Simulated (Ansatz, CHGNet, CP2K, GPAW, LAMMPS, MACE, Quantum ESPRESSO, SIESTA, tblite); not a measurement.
# GPAW on liquid (Rb,Cs)Cl at 1000 K (84 atoms): settings against a plane-wave reference, part 2 of 2

How do the settings of GPAW change the result for liquid (Rb,Cs)Cl at 1000 K (84 atoms)? A plane-wave run serves as the yardstick.

Program: GPAW 26.7.0; the method stands at each step. Banners, paths, timers and routine set-up lines are dropped from the logs unmarked, and long logs keep their key lines alone; longer cuts are marked.

So far. Step 3 (PBE, plane waves 550 eV): The run ends at a pressure of 0.76 GPa, with forces up to 1.7 eV/Å. Step 4 (PBE, LCAO dzp, h 0.28 Å): Against the first run (25 %), the force difference from the reference is 39 %, at 0.41 times the CPU time: the grid matters here.

## Step 5: PBE, LCAO szp(dzp), h 0.2 Å

Method: Kohn-Sham DFT, PBE, PAW, atomic orbitals (szp(dzp)).

run.py

```python
import numpy as np
from ase.io import read
from gpaw import GPAW, FermiDirac

atoms = read("structure.xyz")
atoms.calc = GPAW(
    mode="lcao",
    basis="szp(dzp)",
    h=0.2,
    xc="PBE",
    kpts={"size": (1, 1, 1), "gamma": True},
    occupations=FermiDirac(0.05),
    maxiter=200,
    symmetry={"point_group": False},
    txt="gpaw.txt",
)
energy = atoms.get_potential_energy(force_consistent=True)
forces = atoms.get_forces()
print(f"energy {energy:.6f} eV")
print("forces (eV/A)")
for i, (a, f) in enumerate(zip(atoms, forces)):
    print(f"{i:4d} {a.symbol:2s} {f[0]:10.5f} {f[1]:10.5f} {f[2]:10.5f}")
print(f"Fermi level {atoms.calc.get_fermi_level():.4f} eV")
for k in range(len(atoms.calc.get_ibz_k_points())):
    for s in range(atoms.calc.get_number_of_spins()):
        e = atoms.calc.get_eigenvalues(kpt=k, spin=s)
        n = np.searchsorted(e, atoms.calc.get_fermi_level())
        print(f"k {k} spin {s} levels about the Fermi level:", np.round(e[max(n - 6, 0):n], 4).tolist(), "|", np.round(e[n:n + 6], 4).tolist())
```

structure.xyz

```xyz
84
Lattice="15.58600 0.00000 0.00000 0.00000 15.58600 0.00000 0.00000 0.00000 15.58600" Properties=species:S:1:pos:R:3 pbc="T T T"
[... 84 atom lines left out: the same atoms as in the first run ...]
```

The run is started by

```console
OMP_NUM_THREADS=1 python run.py > output.txt
```

Log:

```text
energy -235.347568 eV
forces (eV/A)
   0 Rb   -0.13717   -0.51476    0.22898
   1 Rb   -0.00497    0.15481   -0.18027
   2 Rb   -0.38839    0.03391   -0.20040
   3 Rb   -1.16346   -1.81754    0.67838
   4 Rb    0.27835   -0.37345    0.42770
   5 Rb    0.40995    0.12616    0.12379
   6 Rb    0.02886   -0.01415    0.29061
   7 Rb   -0.06342   -0.52743    0.06057
   8 Rb    0.14775    0.07633   -0.15206
   9 Rb    0.30333    0.43551    0.21932
  10 Rb    0.02156    0.54205    0.43450
  11 Rb   -0.83070    0.32469    0.15187
  12 Rb   -0.24749    0.16725   -0.45984
  13 Rb    0.10821    0.59543    0.06988
  14 Rb   -0.07976    0.49607   -0.42804
  15 Rb    0.62525    0.24145   -0.11809
  16 Rb    0.58617    0.27185    0.10579
  17 Rb   -0.01305    0.12997   -0.28502
  18 Rb    0.52900    0.03984    0.09588
  19 Rb    0.18454    0.45235   -0.23313
  20 Rb   -0.16214   -0.38835   -0.02625
  21 Rb   -0.66399    0.86219    0.15949
  22 Rb   -0.34261    0.43092    0.24728
  23 Rb    0.81882    0.50442   -0.64069
[...]
76 Cl    0.32466   -0.04151   -0.36256
  77 Cl   -0.39903   -0.00514   -0.04876
  78 Cl    0.30921    0.10482    0.11062
  79 Cl   -0.44464   -0.21764   -0.33397
  80 Cl   -0.71054    0.17736    0.16797
  81 Cl    0.84310   -0.31378    0.56518
  82 Cl   -0.18136   -0.14454   -0.16029
  83 Cl   -0.07471    0.10109    0.31057
Fermi level 1.6393 eV
k 0 spin 0 levels about the Fermi level: [0.2541, 0.28, 0.2879, 0.3146, 0.3199, 0.4165] | [3.7538, 4.5298, 4.6859, 4.6966, 4.7793, 4.8702]
```

gpaw.txt:

```text
Input parameters:
  mode=LCAO(),
  basis={'default': 'szp(dzp)'},
  h=0.2,
  kpts=MonkhorstPack(size=(1, 1, 1), gamma=True),
  maxiter=200,
  occupations=Occupations(name='fermi-dirac', width=0.05, fixmagmom=False),
  symmetry=Symmetry(point_group=False),
  xc=XC(name='PBE')
Unit cell  # Å
| periodic |         x |         y |         z |   lengths |    angles |
[... lines left out ...]
  Fermi-Dirac:
[... lines left out ...]
convergence criteria:
- Maximum [total energy] change in last 3 cyles: 0.0005 eV / valence electron
[... lines left out ...]
Converged in 8 steps
[... lines left out ...]
  Free energy:    -235.347568
  Extrapolated:   -235.347568
dipole moment: (79.700537, 186.875927, -41.922296)  # |e|*Ang
Fermi level: 1.639
Eigenvalues  # (at kpt = [0.000, 0.000, 0.000])
| band index |      eig [eV] | occ [0-2] |
|------------|---------------|-----------|
|          0 |       -26.116 |     2.000 |
|        ... |               |           |
|        328 |         0.221 |     2.000 |
|        329 |         0.229 |     2.000 |
[...]
|        343 |         5.042 |     0.000 |
|        ... |               |           |
|        377 |         6.592 |     0.000 |
Gap: 3.337 eV
Transition (v -> c):
  (s=0, k=0, n=335, [0.00, 0.00, 0.00]) -> (s=0, k=0, n=336, [0.00, 0.00, 0.00])
No difference between direct/indirect transitions
Force computation time: 83.230  # s
timing:  # [seconds]
  Total:  364.945  # ━━━━━━━━━━━━━━━━━━━━━━━━━━━━━━━━━━━━━━━━━━━━━━━━━━━━━━━━
  Init:    13.683  # ━━
  SCF:    267.999  # ━━━━━━━━━━━━━━━━━━━━━━━━━━━━━━━━━━━━━━━━━
  Forces:  83.230  # ━━━━━━━━━━━━━
```

Wall time 6.1 min (1 thread of Arm Neoverse V2, shared host); peak memory 3.2 GiB.

Numbers from this run, and their distance from the reference:

```
r.m.s. force component                           : 0.3946 eV/Å
r.m.s. difference of force components            : 107.3 meV/Å
longest difference of force vectors              : 611.2 meV/Å
force difference over r.m.s. force               : 33.27 %
slope of forces against the reference's          : 1.193
correlation of force components                  : 0.9752
gap (highest filled to lowest empty level) : 3.337 eV
gap difference                                   : -0.4167 eV
```

This is a coarse setting, run to see what it loses.

Against the first run (25 %), the force difference from the reference is 33 %, at 0.58 times the CPU time, with 925 basis functions against 1514: the smaller basis costs accuracy.

## Step 6: LDA, LCAO dzp, h 0.2 Å

Method: Kohn-Sham DFT, LDA, PAW, atomic orbitals (dzp).

run.py, as its differences from that of step 5:

```diff
@@ -7,5 +7,5 @@
     mode="lcao",
-    basis="szp(dzp)",
+    basis="dzp",
     h=0.2,
-    xc="PBE",
+    xc="LDA",
     kpts={"size": (1, 1, 1), "gamma": True},
```

structure.xyz is that of step 5.

Log:

```text
energy -269.312929 eV
forces (eV/A)
   0 Rb   -0.15262   -0.30052    0.11317
   1 Rb   -0.04338   -0.05589   -0.14937
   2 Rb   -0.32387   -0.01362   -0.13267
   3 Rb   -0.93311   -1.50188    0.47623
   4 Rb    0.22246   -0.19324    0.35116
   5 Rb    0.33825    0.03150    0.07193
[...]
81 Cl    0.70350   -0.37237    0.46695
  82 Cl   -0.08024   -0.00672   -0.05997
  83 Cl   -0.11183    0.05147    0.22308
Fermi level 1.0490 eV
k 0 spin 0 levels about the Fermi level: [-0.3558, -0.3, -0.2906, -0.2696, -0.2385, -0.1731] | [3.1209, 3.9446, 4.0946, 4.1149, 4.1439, 4.2358]
```

gpaw.txt:

```text
Input parameters:
  mode=LCAO(),
  basis={'default': 'dzp'},
  h=0.2,
  kpts=MonkhorstPack(size=(1, 1, 1), gamma=True),
  maxiter=200,
  occupations=Occupations(name='fermi-dirac', width=0.05, fixmagmom=False),
[... lines left out ...]
  Fermi-Dirac:
[... lines left out ...]
convergence criteria:
- Maximum [total energy] change in last 3 cyles: 0.0005 eV / valence electron
[... lines left out ...]
Converged in 8 steps
[... lines left out ...]
  Free energy:    -269.312929
[... lines left out ...]
Fermi level: 1.049
[... lines left out ...]
|        ... |               |           |
|        377 |         5.895 |     0.000 |
Gap: 3.294 eV
Transition (v -> c):
  (s=0, k=0, n=335, [0.00, 0.00, 0.00]) -> (s=0, k=0, n=336, [0.00, 0.00, 0.00])
No difference between direct/indirect transitions
Force computation time: 141.697  # s
timing:  # [seconds]
  Total:  581.131  # ━━━━━━━━━━━━━━━━━━━━━━━━━━━━━━━━━━━━━━━━━━━━━━━━━━━━━━━━
  Init:    13.774  # ━╸
  SCF:    425.631  # ━━━━━━━━━━━━━━━━━━━━━━━━━━━━━━━━━━━━━━━━━
  Forces: 141.697  # ━━━━━━━━━━━━━╸
```

Run time: 9.7 min. Hardware: 1 thread; peak memory 3.5 GiB.

Numbers from this run, and their distance from the reference:

- r.m.s. force component: 0.3204 eV/Å
- r.m.s. difference of force components: 66.57 meV/Å
- longest difference of force vectors: 271.9 meV/Å
- force difference over r.m.s. force: 20.64 %
- slope of forces against the reference's: 0.972
- correlation of force components: 0.9786
- gap (highest filled to lowest empty level): 3.294 eV
- gap difference: -0.46 eV

Against the first run (25 %), the force difference from the reference is 21 %, at 0.91 times the CPU time; another functional landing nearer a PBE reference means that errors partly cancel.

## Step 7: All runs compared

Differences are against the plane-wave reference, forces as r.m.s. over components; share is that over the reference's r.m.s. force, slope the least-squares factor from reference forces to these. Total energies of different programs have different zeros and aren't compared.

```
                                      run  Δ force, r.m.s. (meV/Å)  share (%)  slope  Δ pressure (GPa)  Δ gap (eV)  cores  CPU time  memory (GiB)
                                reference                        -          -      -                 -           -      4    26 min           9.5
              GPAW PBE, LCAO dzp, h 0.2 Å                     80.9       25.1  1.170                 -      -0.155      1    11 min           3.5
             GPAW PBE, plane waves 550 eV                     9.85       3.05  1.024            0.0067     -0.0045      4    14 min           4.3
    GPAW PBE, LCAO dzp, h 0.28 Å (coarse)                      124       38.6  1.153                 -      -0.151      1   4.4 min           1.6
GPAW PBE, LCAO szp(dzp), h 0.2 Å (coarse)                      107       33.3  1.193                 -      -0.417      1   6.1 min           3.2
              GPAW LDA, LCAO dzp, h 0.2 Å                     66.6       20.6  0.972                 -       -0.46      1   9.7 min           3.5
```

Rows marked coarse were listed beforehand as settings not expected to be converged; some can still land near the reference.

CPU time is summed over cores on a shared host, where runs went side by side, so it is rough. Symmetry, cutoffs, thresholds, outputs and thread counts weren't matched or tuned between programs; memory under MPI is the largest rank's times the ranks.

Within one program, basis, potentials and functional, energies share a zero. Each run against its twin at the usual cutoff or grid and solver:

```
                         run               twin  Δ energy (meV/atom)  Δ force, r.m.s. (meV/Å)  CPU time over the twin's
GPAW PBE, LCAO dzp, h 0.28 Å  LCAO dzp, h 0.2 Å                  195                     91.6                      0.41
```

## Step 8: What came out

| Property | Result |
| --- | --- |
| nearest in forces | GPAW PBE, plane waves 550 eV, 3.1 % |
| its CPU time | 14 min |

What this shows: PBE on plane waves or a grid with other potentials, cutoffs or grids, coarse settings apart, differs from the reference by 3.1 % (GPAW PBE, plane waves 550 eV) of the r.m.s. force; this holds the reference's own error, so differences of a few per cent don't tell which side is nearer the exact PBE result. The PBE run in local orbitals, coarse settings apart, differs by 25 % (GPAW PBE, LCAO dzp, h 0.2 Å); basis, grid and potentials can all enter. Rows with another functional or a dispersion term differ by 21 % (GPAW LDA, LCAO dzp, h 0.2 Å), which mixes the change of model with differences of basis and potentials. Runs with settings chosen to be coarse differ by 33 % (GPAW PBE, LCAO szp(dzp), h 0.2 Å) to 39 % (GPAW PBE, LCAO dzp, h 0.28 Å), their programs' other errors included. Of the electronic-structure runs that take under half the reference's CPU time, GPAW LDA, LCAO dzp, h 0.2 Å comes nearest, at 21 % in 9.7 min against 26 min. GPAW PBE, LCAO szp(dzp), h 0.2 Å stiffens the forces by a factor of 1.19 while following their directions (correlation 0.975); the slopes of the 5 GPAW runs lie between 0.97 and 1.19. At the same functional, gaps differ from the reference's 3.75 eV by between -0.42 and -0.00 eV. The reference's pressure holds the uncorrected Pulay stress of its 45 Ry basis, so small pressure differences, and their order, may be the reference's own error. The frame stands for 1000 K, but pressures are static and levels are smeared at 580 K. The network of bonds at the start is that of the classical potential that made the cell, and needn't be the one that DFT or experiment would give. The ion parameters were fitted for water, not for melts, so the starting structure of this cell may lie well off the real melt's. The electronic-structure runs sample only Γ, in a cell whose shortest periodic width is 16 Å. Spin–orbit coupling is left out, which matters for the levels of the heavy elements.

[Also dropped from logs without a mark: logging warnings of Python, and SIESTA's first energy breakdown and zero terms.]

[Logs are printed without paths, hosts, clocks, repeated set-up lines and the standing remarks that a program may print on its own settings, such as how far it seeks lower states.]

[Hosts, paths, dates, database ids (printed as entryN), source tags and the programs' standing remarks are cut or masked in the printed files.]
